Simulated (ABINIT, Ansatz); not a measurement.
# Hf (Hafnium): from the cell to the phonon bands, part 4 of 4

How does Hf (Hafnium) vibrate, and is this structure a minimum?

ABINIT 10.8.3; DFT PBE, scalar-relativistic, plane waves, PseudoDojo norm-conserving pseudopotentials.

So far, highest frequency (cm⁻¹): step 7 (interpolated phonon bands) 150.

### 9. A second program

A second program on the same cell, potentials, cutoff and meshes tests the implementation of the phonon response, not its convergence.

This step: DFT PBE, scalar-relativistic, plane waves, PseudoDojo norm-conserving pseudopotentials (Ansatz 0.2.0).

File input.yaml:

```yaml
crystal:
  lattice:
    - [3.2046017295, 0.0, 0.0]
    - [-1.6023008647, 2.7752665067, 0.0]
    - [0.0, 0.0, 5.0735671452]
  atoms:
    - { symbol: Hf, position: [0.3333333333, 0.6666666667, 0.25] }
    - { symbol: Hf, position: [0.6666666667, 0.3333333333, 0.75] }
kpoints:
  mp_grid: { grid: [12, 12, 6] }
hamiltonian:
  xc: pbe
  pseudopotentials: { kind: nc, accuracy: standard }
scf:
  occupations: { method: gaussian, width: 0.27211 }
output:
  eigenvalues: true
basis:
  ecutwfc: 680.285
phonons:
  method: dfpt
  qmesh: [3, 3, 2]
  temperatures: { t_max: 1000, t_step: 50 }
  qpath:
    path:
      - [[0.0, 0.0, 0.0], [0.5, 0.0, 0.0], [0.33333333, 0.33333333, 0.0], [0.0, 0.0, 0.0], [0.0, 0.0, 0.5], [0.5, 0.0, 0.5], [0.33333333, 0.33333333, 0.5], [0.0, 0.0, 0.5]]
      - [[0.5, 0.0, 0.5], [0.5, 0.0, 0.0]]
      - [[0.33333333, 0.33333333, 0.5], [0.33333333, 0.33333333, 0.0]]
    npoints: 10
  electrical_resistivity: { temperatures: [77, 300], mesh: [24, 24, 12] }
```

The run is started by

```bash
ansatz run input.yaml --threads 8 --pin off --max-ram 16384MiB --backend cpu --events-out ev --progress --plain --runs-dir out
```

Numbers of over 12 decimals in the logs are rounded to 6 here.

Log:

```text
Warning: basis.ecutwfc = 680.285 eV is below the records' recommended 789.130201 eV, and the density's cutoff is lower with it unless basis.ecutrho_ratio is high enough to keep the records' density cutoff: compare with a run at a higher cutoff
Engine: ansatz 0.2.0, aarch64-unknown-linux-gnu
Pseudopotentials: kind: nc
Pseudopotential: Hf, nc, valence charge 12, recommended cutoff 789.130201 eV (normal), Hf.nc.azcp (PseudoDojo's, or run here from an input of PseudoDojo's; its table is named by hamiltonian.pseudopotentials.accuracy)
Functional definition: PBE
  parameter kappa = 0.804
  parameter beta = 0.066725
  exchange = pbe_x(kappa = kappa, mu = beta*pi^2/3)
  correlation = pbe_c(beta = beta)
Crystal: 2 atoms, lattice volume = 45.122 Å³
Basis set: ecut = 680.285 eV, 1797 PW (Γ), exchange–correlation on 60×60×96 points (8 copies of the dense FFT grid, shifted against one another)
Bands: 16, of which v1, the nominal top of the filled ones, is band 12 counted from 1 (11 counted from 0)
Symmetry: 24 space group operations
k-points: 76 of 864
Non-local potential: Hf, projectors of the file, l = 0: 2, l = 1: 2, l = 2: 2, l = 3: 2
Initial density: superposition of atomic densities (chi_scale 0.1, normalization cell)
Initial wavefunctions: pseudopotential atomic-orbital guess
Functional: x = pbe(κ = 0.804, μ = 0.219515), c = pbe(β = 0.066725)
SCF iter   1: F=—  HF=-3070.385709 eV  |F-HF|=—  |Δ(HF+E_count)|=         —  Δρ=3.24e-2  dr2=5.75e-1  ethr=3.10e-3  ⟨swp⟩=5.8  Hψ=14029  notcnv=0
automatic band count: the SCF goes on with 20 bands, as 16 were too few: they end inside the smearing window of the response
preconditioner: auto → none  [metal: Δε(μ)=0.037 eV  Ē_g=6.008 eV  σ=0.272 eV  W_gap=0.08  n_scr=8 (ndim 8)  ℏωp=15.6 eV  f_vac=0.000  D(μ)=1.54/eV (n_scr^D=10)  sad-step TF]
SCF iter   2: F=—  HF=-3070.278557 eV  |F-HF|=—  |Δ(HF+E_count)|=   1.07e-1  Δρ=2.11e-2  dr2=2.40e-1  ethr=2.39e-3  ⟨swp⟩=1.1  Hψ=2148  notcnv=0
SCF iter   3: F=—  HF=-3070.207752 eV  |F-HF|=—  |Δ(HF+E_count)|=   7.08e-2  Δρ=9.35e-4  dr2=1.57e-4  ethr=9.99e-4  ⟨swp⟩=3.0  Hψ=2618  notcnv=0
SCF iter   4: F=—  HF=-3070.207768 eV  |F-HF|=—  |Δ(HF+E_count)|=   1.59e-5  Δρ=2.26e-4  dr2=7.50e-6  ethr=6.55e-7  ⟨swp⟩=3.0  Hψ=2678  notcnv=0
SCF iter   5: F=—  HF=-3070.207774 eV  |F-HF|=—  |Δ(HF+E_count)|=   5.50e-6  Δρ=4.34e-5  dr2=4.14e-7  ethr=3.13e-8  ⟨swp⟩=2.7  Hψ=2272  notcnv=0
SCF iter   6: F=—  HF=-3070.207773 eV  |F-HF|=—  |Δ(HF+E_count)|=   1.05e-6  Δρ=4.91e-6  dr2=7.09e-9  ethr=1.73e-9  ⟨swp⟩=2.3  Hψ=1992  notcnv=0  defer=68
SCF iter   7: F=—  HF=-3070.207773 eV  |F-HF|=—  |Δ(HF+E_count)|=  2.78e-10  Δρ=5.91e-7  dr2=1.10e-10  ethr=2.95e-11  ⟨swp⟩=2.7  Hψ=2489  notcnv=0  defer=76
SCF iter   8: F=-3070.207773 eV  HF=-3070.207773 eV  |F-HF|=4.55e-13  |Δ(HF+E_count)|=  6.64e-11  Δρ=7.97e-8  dr2=1.89e-12  ethr=1.00e-12  ⟨swp⟩=15.0  Hψ=10354  notcnv=0
SCF 1 converged in 8 iterations: F = -3070.207773 eV  dr2 = 1.89e-12
NSCF: frozen V_eff on 76 k-points
NSCF: frozen V_eff on 172 k-points
DFPT response loops at q = (0, 0, 0) (fractional): preconditioner auto → Kerker (q_TF=auto, 2.456 Å⁻¹) (partly filled bands, converged f_vac=0.000); β = 1.00, the filter's whole step (`scf.mixing.beta` (0.50) is not read by the response loops under this deck's `scf.mixing.preconditioner`; to damp them name `kerker` or `kerker_dos`, under which they read `scf.mixing.beta`, and type it under 1.00, their step now; both keys bind the ground state too); Broyden in place of MSR1
NSCF: frozen V_eff on 344 k-points
DFPT response loops at q = (0, 0, -0.5) (fractional): mixed as the last ones told, above
NSCF: frozen V_eff on 624 k-points
DFPT response loops at q = (0, 0.333333, 0) (fractional): mixed as the last ones told, above
NSCF: frozen V_eff on 624 k-points
DFPT response loops at q = (0, 0.333333, -0.5) (fractional): mixed as the last ones told, above
NSCF: frozen V_eff on 624 k-points
DFPT response loops at q = (0.333333, 0.333333, 0) (fractional): mixed as the last ones told, above
NSCF: frozen V_eff on 624 k-points
DFPT response loops at q = (0.333333, 0.333333, -0.5) (fractional): mixed as the last ones told, above
Bands: 20, of which v1, the nominal top of the filled ones, is band 12 counted from 1 (11 counted from 0)
SCF iter   1: F=—  HF=-3070.385709 eV  |F-HF|=—  |Δ(HF+E_count)|=         —  Δρ=3.24e-2  dr2=5.75e-1  ethr=3.10e-3  ⟨swp⟩=5.8  Hψ=7900  notcnv=0
SCF iter   2: F=—  HF=-3070.278557 eV  |F-HF|=—  |Δ(HF+E_count)|=   1.07e-1  Δρ=2.11e-2  dr2=2.40e-1  ethr=2.39e-3  ⟨swp⟩=1.1  Hψ=2148  notcnv=0
SCF iter   3: F=—  HF=-3070.207752 eV  |F-HF|=—  |Δ(HF+E_count)|=   7.08e-2  Δρ=9.35e-4  dr2=1.57e-4  ethr=9.99e-4  ⟨swp⟩=3.0  Hψ=2618  notcnv=0
SCF iter   4: F=—  HF=-3070.207768 eV  |F-HF|=—  |Δ(HF+E_count)|=   1.59e-5  Δρ=2.26e-4  dr2=7.50e-6  ethr=6.55e-7  ⟨swp⟩=3.0  Hψ=2678  notcnv=0
SCF iter   5: F=—  HF=-3070.207774 eV  |F-HF|=—  |Δ(HF+E_count)|=   5.50e-6  Δρ=4.34e-5  dr2=4.14e-7  ethr=3.13e-8  ⟨swp⟩=2.7  Hψ=2272  notcnv=0
SCF iter   6: F=—  HF=-3070.207773 eV  |F-HF|=—  |Δ(HF+E_count)|=   1.05e-6  Δρ=4.91e-6  dr2=7.09e-9  ethr=1.73e-9  ⟨swp⟩=2.3  Hψ=1992  notcnv=0  defer=68
SCF iter   7: F=—  HF=-3070.207773 eV  |F-HF|=—  |Δ(HF+E_count)|=  2.78e-10  Δρ=5.91e-7  dr2=1.10e-10  ethr=2.95e-11  ⟨swp⟩=2.7  Hψ=2489  notcnv=0  defer=76
SCF iter   8: F=-3070.207773 eV  HF=-3070.207773 eV  |F-HF|=9.09e-13  |Δ(HF+E_count)|=  1.01e-10  Δρ=7.99e-8  dr2=1.91e-12  ethr=1.00e-12  ⟨swp⟩=4.5  Hψ=4287  notcnv=0
SCF 2 converged in 8 iterations: F = -3070.207773 eV  dr2 = 1.91e-12
NSCF: frozen V_eff on 76 k-points
NSCF: frozen V_eff on 95 k-points
[...]
SCF converged after 8 iterations
Free energy (F): -3070.207773 eV
Harris-Foulkes:  -3070.207773 eV  (|F-HF|=4.55e-13)
Internal energy: -3070.144946 eV  (E = F + TS)
E sigma→0 (E₀):  -3070.176359 eV
Entropy (-TS):   -0.062827 eV (-31.413 meV/atom)
Fermi energy:    14.471301 eV
--- Per-component energies (eV) ---
  E_band       = -283.889817
  E_kinetic    = 786.875454
  E_local      = -1498.513308  (includes V_loc(G=0)·N_el)
  E_nonlocal   = 148.544698
  E_hartree    = 387.555186
  E_xc         = -775.496538
  E_vxc        = -495.906999  (∫ρ·V_xc dr)
  E_ewald      = -2119.110437
  E_smearing   = -0.062827  (= −TS)
  E_closure    = -0.000000  (closes the sum)
  Σ components = -3070.207773   (vs F -3070.207773, Δ=0.00e0)
--- Band table (eV; the first three rows and the last of 76) ---
  k-point 0: bands = [... 8 lower, 7.1314, 10.7978, 15.0817, 15.6692, 15.6692, 15.9402, 16.4808, 16.4808, ... 4 higher]
  k-point 1: bands = [... 8 lower, 7.3826, 10.6497, 14.7689, 15.5454, 15.5454, 15.7219, 16.2819, 16.2819, ... 4 higher]
  k-point 2: bands = [... 8 lower, 8.0882, 10.0721, 14.4361, 15.1876, 15.4454, 15.4454, 15.8843, 15.8843, ... 4 higher]
  k-point 75: bands = [... 8 lower, 12.7454, 12.7454, 13.0377, 13.0377, 14.2761, 14.2761, 17.0010, 17.0010, ... 4 higher]
--- Phonons (Γ-DFPT): 2 representative perturbations + reference (Σ response iterations 8) ---
  ASR residual: 5.323e-5 → 0.000e0 eV/Å²; symmetrization residual: 2.563e-10 eV/Å²
  ASR residual per site (eV/Å²): 5.32e-5 5.32e-5
  Γ frequencies (cm⁻¹): 0.00 0.00 0.00 77.87 77.87 102.46
--- Phonons (arbitrary-q DFPT): 6 irreducible q on the 3×3×2 mesh ---
  q = [0.0000, 0.0000, 0.0000] (star 1, of the zone-centre solve; hermiticity 7.44e-11, symmetrization 3.72e-11): 0.00 0.00 0.00 77.87 77.87 102.46
  q = [0.0000, 0.0000, -0.5000] (star 1, 2 solved perturbations in 248 linear systems a pass and spin channel, the states on 172 of 864 k-point pairs; hermiticity 4.02e-9, symmetrization 2.01e-9): 55.09 55.09 55.09 55.09 105.87 105.87
  q = [0.0000, 0.3333, 0.0000] (star 6, 3 solved perturbations on 312 of 864 k-point pairs; hermiticity 1.38e-8, symmetrization 3.06e-10): 55.19 63.60 110.05 113.04 113.33 127.99
  q = [0.0000, 0.3333, -0.5000] (star 6, 3 solved perturbations on 312 of 864 k-point pairs; hermiticity 1.81e-8, symmetrization 2.54e-10): 89.42 89.42 90.93 90.93 137.07 137.07
  q = [0.3333, 0.3333, 0.0000] (star 2, 2 solved perturbations in 436 linear systems a pass and spin channel, the states on 312 of 864 k-point pairs; hermiticity 3.46e-9, symmetrization 1.73e-9): 98.42 98.42 108.63 108.63 112.18 150.24
  q = [0.3333, 0.3333, -0.5000] (star 2, 2 solved perturbations in 436 linear systems a pass and spin channel, the states on 312 of 864 k-point pairs; hermiticity 3.38e-9, symmetrization 1.69e-9): 56.40 56.40 133.49 133.49 141.33 141.33
  sum rule: each row above includes the acoustic sum rule's correction from the zone centre's row sums; it moved no ω² by more than (0.28 cm⁻¹)²
  mesh force constants: q→R imaginary residual 0.00e0; ASR residual 5.323e-5 → 0.000e0 eV/Å²; symmetrization residual 9.770e-15 eV/Å²
  interpolated dispersion: 93 rows × 6 modes
  density of states and harmonic sums: on the 24×24×12 q-mesh, interpolated from the force constants of a 3×3×2 supercell (no non-analytic term)
  largest difference from the sums on the solved wave vectors: F 4.06e-2 eV, S 5.49e-5 and C_V 1.43e-5 eV/K
  zero-point energy: 0.037158 eV/cell   skipped modes (ω ≤ 0): 3   left out of the sums: 7.23e-5 of the cell's modes: C_V's classical limit lies that fraction below 3 k_B per atom; for a crystal, a wire or a layer, F and S can be off by more, and a phonons.interpolated_qmesh denser along its periods is the remedy for the sampling
--- Electrical resistivity: potentials and phonons of a 3×3×2 supercell ---
  scattering by harmonic phonons alone, with no dipole-dipole term; scattering by other electrons, impurities, surfaces and spin disorder is left out, and so is spin–orbit coupling
  the resistivity is that of a variational response, whose dependence on the energy is improved iteratively
  at the Fermi level of each mesh (of a tensor a third of its trace):
           mesh   spin    states/(eV spin)  plasma energy (eV)         λ      λ_tr    ħω_log (meV)
       24×24×12                     0.6852              4.1100    0.3937    0.4318          10.782
        12×12×6                     0.7068              4.2132    0.4047    0.4435          10.741
          6×6×3                     0.8841              4.3015    0.5149    0.5636          11.054
  resistivity on the deck's mesh, µΩ·cm:
     T (K)       trace/3  mesh converged            xx            yy            zz    lowest order   relaxation time
     77.00      5.9050e0              no      6.0698e0      6.0698e0      5.5753e0        6.2097e0          5.4903e0
    300.00      3.0331e1              no      3.1021e1      3.1021e1      2.8950e1        3.1080e1          2.8160e1
  mean free path at 77 K (of a tensor a third of its trace): 26.7 nm by what each carries, 24.0 by the Fermi surface alone
  Hall coefficient in a weak field at 77 K (a third of the trace): -8.424e-11 m³/C (as a tensor it moves by 15.4 % between the two finest meshes); by each state's relaxation time: -7.632e-11 m³/C; by a constant relaxation time: -1.418e-10 m³/C
  mean free path at 300 K (of a tensor a third of its trace): 5.08 nm by what each carries, 4.67 by the Fermi surface alone
  Hall coefficient in a weak field at 300 K (a third of the trace): -9.401e-11 m³/C (as a tensor it moves by 13.9 % between the two finest meshes); by each state's relaxation time: -8.321e-11 m³/C; by a constant relaxation time: -1.388e-10 m³/C
  the resistivity times a path that all electrons share, by the Fermi surface of the deck's mesh alone (a third of the trace): 1.419e-15 Ω·m²
  not converged in the mesh (λ; λ_tr; the resistivity at 77 K by 5.65 %; the resistivity at 300 K by 4.51 %): between neighbouring meshes, the two finest first, λ moves by 2.81 % and 27.22 %, λ_tr by 2.73 % and 27.12 % and the resistivity by up to 5.65 % and 51.93 %; an estimate, no bound, puts it up to 1.5e-7 % above the Boltzmann equation's exact value after up to 4 iterations (at most 30 are made, fewer where the estimate is under 1.0e-6 % of each spin channel's own resistivity)
  vibrations of 18 cells: unjudged by the run; compare a larger repeat
  the changes of the potential over all sites missed a rigid shift's by 0.00 % (the site terms' by 0.00 %)
  at the force constants' own smearing the fine mesh and the k-points of their solves give squared frequencies that differ by 1.6 % of the larger at the most, at (0.3333, 0.3333, -0.5)
```

Elapsed: 4.1 min, on 8 threads of Arm Neoverse V1, shared host; peak memory 2.1 GiB.

This step gave:

```yaml
sum_rule_residual_before_enforcement: 5.32e-5 eV/Å²
mean_frequency: 99.9 cm⁻¹
debye_temperature_second_moment: 193 K
logarithmic_mean_frequency: 95.2 cm⁻¹
highest_optical_zone_centre_mode_no_lo_to_term: 102.5 cm⁻¹
lowest_optical_zone_centre_mode: 77.87 cm⁻¹
lowest_mode_on_the_q_mesh_acoustic_ones_at_the_zone_centre_apart: 55.09 cm⁻¹
zero_point_energy_per_atom: 18.58 meV
vibrational_entropy_at_300_k: 44.75 J/(mol atoms K)
```

### 10. Side by side: ABINIT PseudoDojo and Ansatz, PseudoDojo

Worked out from the results:

```
root-mean-square difference             : 0.06 cm⁻¹
largest difference                      : 0.12 cm⁻¹
root-mean-square difference on the path : 0 cm⁻¹
largest difference on the path          : 0.1 cm⁻¹
```

The 12 of 33 modes that differ most. Frequencies side by side:

```tsv
q (reciprocal lattice)	mode	ABINIT PseudoDojo (cm⁻¹)	Ansatz, PseudoDojo (cm⁻¹)
0 0 0	4	77.92	77.87
0 0 0	5	77.92	77.87
0.3333 0 0	1	55.28	55.19
0 0 0.5	1	55.21	55.09
0 0 0.5	2	55.21	55.09
0 0 0.5	3	55.21	55.09
0 0 0.5	4	55.21	55.09
0.3333 0 0.5	4	90.98	90.93
0.3333 0.3333 0.5	1	56.5	56.4
0.3333 0.3333 0.5	2	56.5	56.4
0.3333 0.3333 0.5	3	133.5	133.5
0.3333 0.3333 0.5	4	133.5	133.5
```

The interpolated bands of the two lie on top of each other.

At the solved wavevectors the largest difference (acoustic modes at Γ apart) is 0.08 % of the highest mode.

### 11. Summary of results

```yaml
space_group_after_relaxation: P6_3/mmc
volume_per_atom: 22.6 Å³
highest_optical_zone_centre_mode_no_lo_to_term: 102.4 cm⁻¹
lowest_optical_zone_centre_mode: 77.9 cm⁻¹
q_mesh: 3×3×2
lowest_mode_on_the_q_mesh_acoustic_ones_at_the_zone_centre_apart: 55.2 cm⁻¹
zero_point_energy_per_atom: 18.6 meV
heat_capacity_at_300_k: 24.4 J/(mol atoms K)
vibrational_entropy_at_300_k: 44.7 J/(mol atoms K)
imaginary_modes_on_the_q_mesh: none
largest_difference_from_ansatz_pseudodojo: 0.12 cm⁻¹
```

**Reading.** Hf (Hafnium) is dynamically stable on the 3×3×2 mesh; its spectrum reaches 150 cm⁻¹. At the PBE level the optical modes of Hf (Hafnium) at the zone centre run from 78 to 102 cm⁻¹. Along axes with an odd number of divisions the mesh misses the zone-boundary points at one half, where instabilities often lie; those are only interpolated. The base run prints -0.57 GPa, mostly the error of a finite basis; the relaxation, with a smoothed and higher cutoff, had brought the cell to rest. ABINIT PseudoDojo and Ansatz, PseudoDojo agree to 0.12 cm⁻¹ (0.08 % of the highest mode compared) on all solved modes but the acoustic ones at Γ. These are harmonic frequencies at zero temperature: anharmonic shifts and linewidths and thermal expansion are left out. Spin-orbit coupling is left out, which can matter for the heavy elements here. In a metal the frequencies hang on the k mesh and the smearing, most of all near Kohn anomalies. Ansatz warns that the cutoff lies 14 % under the one recommended for these files; agreement at one cutoff is not convergence. Electron-phonon sums were run after this but are left out, since no second program bore their λ out within 30 %; a λ that a log prints is not taken as a result.

[Host names and launcher messages were left out of these logs when they were recorded.]

[Logs are printed without paths, hosts, clocks, repeated set-up lines and the standing remarks that a program may print on its own settings, such as how far it seeks lower states.]

[Hosts, paths, dates, database ids (printed as entryN), source tags and the programs' standing remarks are cut or masked in the printed files.]
